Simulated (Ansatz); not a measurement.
# Al2V: relaxing a made-up structure, part 2 of 2

Starting from a made-up structure for Al2V, the aim is the relaxed cell, its shortest contacts and, where a second run follows, its electronic structure.

Ansatz 0.2.0; DFT, PBEsol, plane-wave PAW, files of the set soft_1, scalar-relativistic, ferromagnetic start, cell and ions relaxed at zero pressure; PAW set soft_1 (the session's first sound run).

So far: Set-up; Relaxation of the guess. The relaxed cell has a = 3.678, c = 6.630 Å (conventional setting).

**3. Electronic structure of the relaxed cell**

A second self-consistent run takes a narrower smearing and the mesh shown in its input; the bands follow along the standard path of the relaxed lattice.

This step: DFT, PBEsol, plane-wave PAW, files of the set soft_1, scalar-relativistic, no spin, bands and density of states at the relaxed cell; PAW set soft_1 (Ansatz 0.2.0).

File input.yaml:

```yaml
crystal:
  lattice:
    - [3.6783386849, 0.0, 0.0]
    - [0.0, 3.6783386849, 0.0]
    - [0.0, 0.0, 6.6302614532]
  atoms:
    - { symbol: V, position: [0.5, 0.0, 0.3110841483] }
    - { symbol: V, position: [0.0, 0.5, 0.6889158517] }
    - { symbol: Al, position: [0.5, 0.0, 0.6908841254] }
    - { symbol: Al, position: [0.0, 0.5, 0.3091158746] }
    - { symbol: Al, position: [0.5, 0.5, 0.0] }
    - { symbol: Al, position: [0.0, 0.0, 0.0] }
kpoints:
  mp_grid: { grid: [8, 8, 6] }
  band_path:
    path:
      - [[0.0, 0.0, 0.0], [0.0, 0.5, 0.0], [0.5, 0.5, 0.0], [0.0, 0.0, 0.0], [0.0, 0.0, 0.5], [0.0, 0.5, 0.5], [0.5, 0.5, 0.5], [0.0, 0.0, 0.5]]
      - [[0.0, 0.5, 0.0], [0.0, 0.5, 0.5]]
      - [[0.5, 0.5, 0.0], [0.5, 0.5, 0.5]]
    npoints: 8
scf:
  occupations: { method: fermi_dirac, width: 0.03 }
  n_extra_bands: 10
hamiltonian:
  xc: pbesol
  pseudopotentials: { kind: paw, azcp: { folder: soft_1 }, xc_functional: pbe }
output:
  forces: true
  stress: true
  write_bands: true
  dos: { projected: true }
  write_density: true
  write_potential: true
  elf: true
  volumetric_format: npy
```

Launch:

```sh
ansatz run input.yaml --threads 4 --pin off --max-ram 10240MiB --backend cpu --events-out ev --progress --plain --runs-dir out
```

Numbers of over 12 decimals in the logs are rounded to 6 here.

The log of the run:

```text
[...]
Crystal: 6 atoms, lattice volume = 89.709 Å³
Basis set: ecut = 420 eV, 1759 PW (Γ), exchange–correlation on 50×50×90 points (8 copies of the dense FFT grid, shifted against one another)
Bands: 29, of which v1, the nominal top of the filled ones, is band 19 counted from 1 (18 counted from 0)
Symmetry: 16 space group operations
[...]
k-points: 60 of 384
[...]
SCF iter   1: F=—  HF=-7869.099205 eV  |F-HF|=—  |Δ(HF+E_count)|=         —  Δρ=3.78e-2  dr2=1.22e0  ethr=3.10e-3  ⟨swp⟩=5.8  Hψ=7637  notcnv=0  defer=2
[...]
SCF iter   8: F=-7868.599113 eV  HF=-7868.599113 eV  |F-HF|=2.97e-9  |Δ(HF+E_count)|=   4.93e-8  Δρ=2.32e-6  dr2=4.96e-9  ethr=2.63e-10  ⟨swp⟩=11.6  Hψ=9404  notcnv=0
SCF 1 converged in 8 iterations: F = -7868.599113 eV  dr2 = 4.96e-9
[...]
NSCF: frozen V_eff on 75 k-points
SCF converged after 8 iterations
Free energy (F): -7868.599113 eV
[...]
Internal energy: -7868.585985 eV  (E = F + TS)
E sigma→0 (E₀):  -7868.592549 eV
Entropy (-TS):   -0.013128 eV (-2.188 meV/atom)
Fermi energy:    10.654410 eV
[...]
--- Forces (eV/Å), atoms counted from 1 ---
  atom   1  V      0.00000000     0.00000000     0.02106995
  atom   2  V     -0.00000000     0.00000000    -0.02106995
  atom   3  Al    -0.00000000     0.00000000    -0.00834592
  atom   4  Al     0.00000000     0.00000000     0.00834592
  atom   5  Al     0.00000000     0.00000000    -0.00000000
  atom   6  Al    -0.00000000     0.00000000     0.00000000
  max |Σ_I F_I| component: 0.00e0 eV/Å
--- Stress (GPa, compression-positive) ---
       -0.063760      -0.000000      -0.000000
       -0.000000      -0.063760      -0.000000
       -0.000000      -0.000000      -0.002063
  P = ⅓ Tr σ = -0.0432 GPa (-0.432 kbar)
--- Band table (eV; the first three rows and the last of 60) ---
  k-point 0: bands = [... 15 lower, 9.3345, 9.8557, 10.5576, 10.8090, 10.8090, 10.9218, 10.9833, 10.9833, ... 6 higher]
  k-point 1: bands = [... 15 lower, 9.2658, 9.8873, 10.5690, 10.5761, 10.5761, 10.9089, 11.3381, 11.3381, ... 6 higher]
  k-point 2: bands = [... 15 lower, 9.0970, 10.0948, 10.3979, 10.3979, 10.5949, 10.8798, 11.8606, 11.8606, ... 6 higher]
  k-point 59: bands = [... 15 lower, 7.6137, 8.9843, 8.9843, 11.3891, 11.3891, 11.6840, 11.6840, 12.1953, ... 6 higher]
```

Run time: 5 s. Hardware: 4 threads of Intel Xeon Platinum 8259CL at 2.50GHz (Skylake/Cascade Lake), shared host; peak memory 0.52 GiB.

Reading the cycles: dr2 is the Hartree energy of the density residual (eV), the measure of convergence; HF is the Harris–Foulkes estimate of the energy, which meets the free energy F at convergence.

Numbers from this step:

| Property | Result |
| --- | --- |
| free energy | -7868.5991 eV |
| energy at zero smearing | -7868.5925 eV |
| smearing term TS | 0.01313 eV |
| Fermi energy | 10.65 eV |
| pressure | -0.04319 GPa |

bands.tsv at the labelled points (eV, zero at the Fermi level; the bands that come nearest the Fermi level along the path):

| point | band 16 | band 17 | band 18 | band 19 | band 20 | band 21 | band 22 | band 23 |
| --- | --- | --- | --- | --- | --- | --- | --- | --- |
| Γ | -1.32 | -0.80 | -0.10 | 0.15 | 0.15 | 0.27 | 0.33 | 0.33 |
| X | -1.32 | -1.01 | -1.01 | -0.14 | -0.14 | 0.90 | 0.90 | 1.65 |
| M | -2.56 | -2.24 | -2.24 | -0.46 | -0.46 | 1.03 | 1.03 | 1.11 |
| Γ | -1.32 | -0.80 | -0.10 | 0.15 | 0.15 | 0.27 | 0.33 | 0.33 |
| Z | -1.62 | -0.41 | -0.32 | -0.32 | -0.04 | 0.21 | 1.62 | 1.62 |
| R | -1.46 | -1.42 | -1.42 | 0.21 | 0.21 | 0.92 | 0.92 | 2.48 |
| A | -3.04 | -1.67 | -1.67 | 0.73 | 0.73 | 1.03 | 1.03 | 1.54 |
| Z | -1.62 | -0.41 | -0.32 | -0.32 | -0.04 | 0.21 | 1.62 | 1.62 |
| X | -1.32 | -1.01 | -1.01 | -0.14 | -0.14 | 0.90 | 0.90 | 1.65 |
| R | -1.46 | -1.42 | -1.42 | 0.21 | 0.21 | 0.92 | 0.92 | 2.48 |
| M | -2.56 | -2.24 | -2.24 | -0.46 | -0.46 | 1.03 | 1.03 | 1.11 |
| A | -3.04 | -1.67 | -1.67 | 0.73 | 0.73 | 1.03 | 1.03 | 1.54 |

Counts of states for the cell as run, both spins, by energy window (eV from the Fermi level):

```
from  to  total
  -8  -7   1.22
  -7  -6   1.25
  -6  -5   1.28
  -5  -4   2.17
  -4  -3   2.05
  -3  -2   3.82
  -2  -1   5.25
  -1   0   3.43
   0   1   5.52
   1   2   4.46
```

A further 17.5 states lie below the table's range.

ELF in the ac plane at fractional y = 0.000, with atoms of V and Al within 0.2 Å of it. It is the smooth field of the valence electrons, not physical close to the nuclei.

Values, 24 rows by 14 columns, each cell a mean:
```
0.13 0.04 0.12 0.37 0.45 0.39 0.31 0.29 0.33 0.41 0.45 0.29 0.09 0.04
0.08 0.14 0.30 0.46 0.45 0.36 0.28 0.25 0.30 0.39 0.46 0.43 0.26 0.12
0.41 0.47 0.56 0.57 0.50 0.40 0.30 0.27 0.32 0.43 0.52 0.58 0.54 0.45
0.61 0.63 0.65 0.63 0.57 0.46 0.31 0.27 0.35 0.49 0.59 0.64 0.65 0.63
0.61 0.63 0.65 0.66 0.61 0.42 0.19 0.13 0.25 0.48 0.63 0.67 0.65 0.62
0.55 0.59 0.64 0.67 0.55 0.24 0.05 0.04 0.08 0.32 0.60 0.67 0.63 0.58
0.50 0.55 0.63 0.64 0.45 0.13 0.15 0.40 0.07 0.20 0.52 0.65 0.61 0.54
0.44 0.50 0.60 0.62 0.42 0.13 0.18 0.45 0.08 0.19 0.50 0.63 0.57 0.49
0.38 0.44 0.56 0.63 0.53 0.26 0.10 0.08 0.13 0.34 0.57 0.62 0.53 0.42
0.32 0.38 0.50 0.62 0.64 0.55 0.39 0.34 0.44 0.58 0.65 0.59 0.47 0.36
0.28 0.33 0.43 0.55 0.62 0.64 0.62 0.61 0.62 0.64 0.61 0.51 0.40 0.31
0.26 0.29 0.35 0.42 0.46 0.46 0.45 0.45 0.46 0.46 0.45 0.40 0.33 0.28
0.27 0.26 0.25 0.22 0.19 0.19 0.24 0.26 0.22 0.19 0.19 0.23 0.25 0.26
0.29 0.26 0.18 0.11 0.12 0.25 0.41 0.46 0.37 0.20 0.11 0.13 0.20 0.27
0.35 0.28 0.15 0.08 0.20 0.47 0.64 0.67 0.61 0.40 0.15 0.09 0.18 0.30
0.41 0.31 0.15 0.10 0.31 0.61 0.70 0.70 0.69 0.54 0.24 0.09 0.19 0.34
0.46 0.36 0.18 0.11 0.32 0.62 0.71 0.70 0.70 0.56 0.25 0.10 0.22 0.40
0.53 0.44 0.25 0.11 0.23 0.51 0.68 0.70 0.65 0.44 0.18 0.13 0.30 0.47
0.58 0.52 0.37 0.17 0.16 0.32 0.52 0.57 0.47 0.27 0.14 0.22 0.41 0.54
0.61 0.59 0.52 0.36 0.23 0.19 0.24 0.27 0.22 0.19 0.25 0.42 0.54 0.60
0.50 0.53 0.57 0.53 0.43 0.32 0.25 0.24 0.27 0.34 0.46 0.56 0.56 0.52
0.17 0.25 0.44 0.59 0.58 0.49 0.42 0.40 0.43 0.52 0.59 0.56 0.39 0.22
0.08 0.05 0.21 0.51 0.58 0.53 0.46 0.44 0.48 0.55 0.58 0.43 0.15 0.04
0.50 0.09 0.10 0.39 0.52 0.48 0.40 0.37 0.42 0.50 0.51 0.30 0.06 0.13
```
Columns run along a (3.7 Å), rows up along c (6.6 Å). Atoms in or near the plane, at fractional coordinates: V at (0.50, 0.31), Al at (0.50, 0.69), Al at (0.00, 0.00).

Electrostatic potential energy in the ac plane at fractional y = 0.000, with atoms of V and Al within 0.2 Å of it. With pseudopotentials it is smooth inside the atoms' cores, unlike the true potential.

Values in eV, 24 rows by 14 columns, each cell a mean:
```
 15   9  -3  -3   6  10  12  12  12   9   4  -5  -1  11
  2  -2  -5   1   7  10  11  11  11  10   7  -2  -5  -1
 -4  -3   1   7   9   9   9   8   9   9   8   5   0  -4
  5   6   8   9   8   5   2   1   3   6   8   9   8   6
 11  11  10   8   4  -3  -6  -6  -5  -1   5   9  10  11
 13  12  11   6  -2  -4   3   7   1  -5  -1   8  11  12
 13  12  10   4  -5   1  15  18  12  -2  -3   7  11  13
 13  13  10   4  -5   2  16  18  13  -2  -4   7  11  13
 14  13  11   6  -2  -4   5   9   2  -5  -1   8  12  13
 14  14  12   9   4  -3  -5  -4  -5  -2   5  11  13  14
 15  14  14  12   9   5   1   0   2   6  10  12  14  14
 15  15  14  12  11   8   6   6   7   9  11  13  14  15
 15  14  13  12   9   5   1   0   2   6  10  12  14  15
 14  14  12   9   4  -7 -17 -19 -15  -4   5  10  13  14
 14  13  11   5  -8 -24 -29 -29 -28 -21  -4   8  11  13
 13  12  10   1 -17 -29 -29 -28 -29 -27 -13   6  11  13
 13  12   9   1 -19 -29 -28 -27 -29 -28 -14   5  10  12
 13  12  10   4 -12 -26 -29 -29 -29 -24  -8   7  11  12
 12  11  10   7  -1 -15 -24 -26 -22 -11   2   9  11  11
  7   8   9   9   7   3  -2  -4  -1   5   8   9   9   8
 -2   0   4   8   9   9   9   9   9  10   9   7   3  -1
 -2  -4  -4   4   9  11  12  12  12  11   8   1  -5  -4
 12   6  -4  -2   7  11  13  13  12  10   5  -4  -2   8
 18  13  -1  -4   5  10  12  13  12  10   4  -5   2  15
```
Columns run along a (3.7 Å; values clipped at the 3rd and 97th percentile), rows up along c (6.6 Å). Atoms in or near the plane, at fractional coordinates: V at (0.50, 0.31), Al at (0.50, 0.69), Al at (0.00, 0.00).

Valence density in the ac plane at fractional y = 0.000, with atoms of V and Al within 0.2 Å of it. It is the smooth field of the valence electrons, not physical close to the nuclei.

Ten steps, logarithmic in the rise over the least value, from '0' (0 e/Å³) to '9' (15 e/Å³), each cell a mean:
```
00011111111100
00111111111110
11111111111111
11111111111111
11111111111111
11111100011111
11111000011111
11111000011111
00111100011110
00111111111100
00011111111100
00011111111000
00011222211000
00012355431100
00013678752100
11124799864111
11124799974111
11123688863111
11112466542111
11111233321111
11111111111111
11111111111111
00111111111100
00011111111100
```
Columns run along a (3.7 Å), rows up along c (6.6 Å). Atoms in or near the plane, at fractional coordinates: V at (0.50, 0.31), Al at (0.50, 0.69), Al at (0.00, 0.00).

**4. Results**

| Quantity | Value |
| --- | --- |
| space group, relaxed | P4/nmm |
| conventional cell | a = 3.678, b = 3.678, c = 6.630 Å; α = 90.0°, β = 90.0°, γ = 90.0° |
| volume per atom | 14.95 Å³ (guess 14.88) |
| total moment | 0.00 μB in the cell of 6 atoms |

In words: Al2V relaxes to P4/nmm with a = 3.678, b = 3.678 and c = 6.630 Å. The guessed volume was near the relaxed one. The space group P4/nmm was held in the relaxation, so the end point is a stationary structure within it and may be a saddle against distortions or other arrangements. The moments died out from this one start and weren't seeded again at the relaxed cell. Bands cross the Fermi level, so it is a metal or semimetal at this level. On the 8×8×6 mesh with the narrower smearing (relaxed on 7×7×5) the largest force component is 0.021 eV/Å and the largest stress component is 0.064 GPa, against the relaxation's thresholds of 0.015 eV/Å and 0.05 GPa. The cutoff wasn't tested. No dispersion term is used, so weakly bound directions may come out too long. Nothing here tests whether the compound is stable against decomposition.

[Logs are printed without paths, hosts, clocks, repeated set-up lines and the standing remarks that a program may print on its own settings, such as how far it seeks lower states.]

[Hosts, paths, dates, database ids (printed as entryN), source tags and the programs' standing remarks are cut or masked in the printed files.]
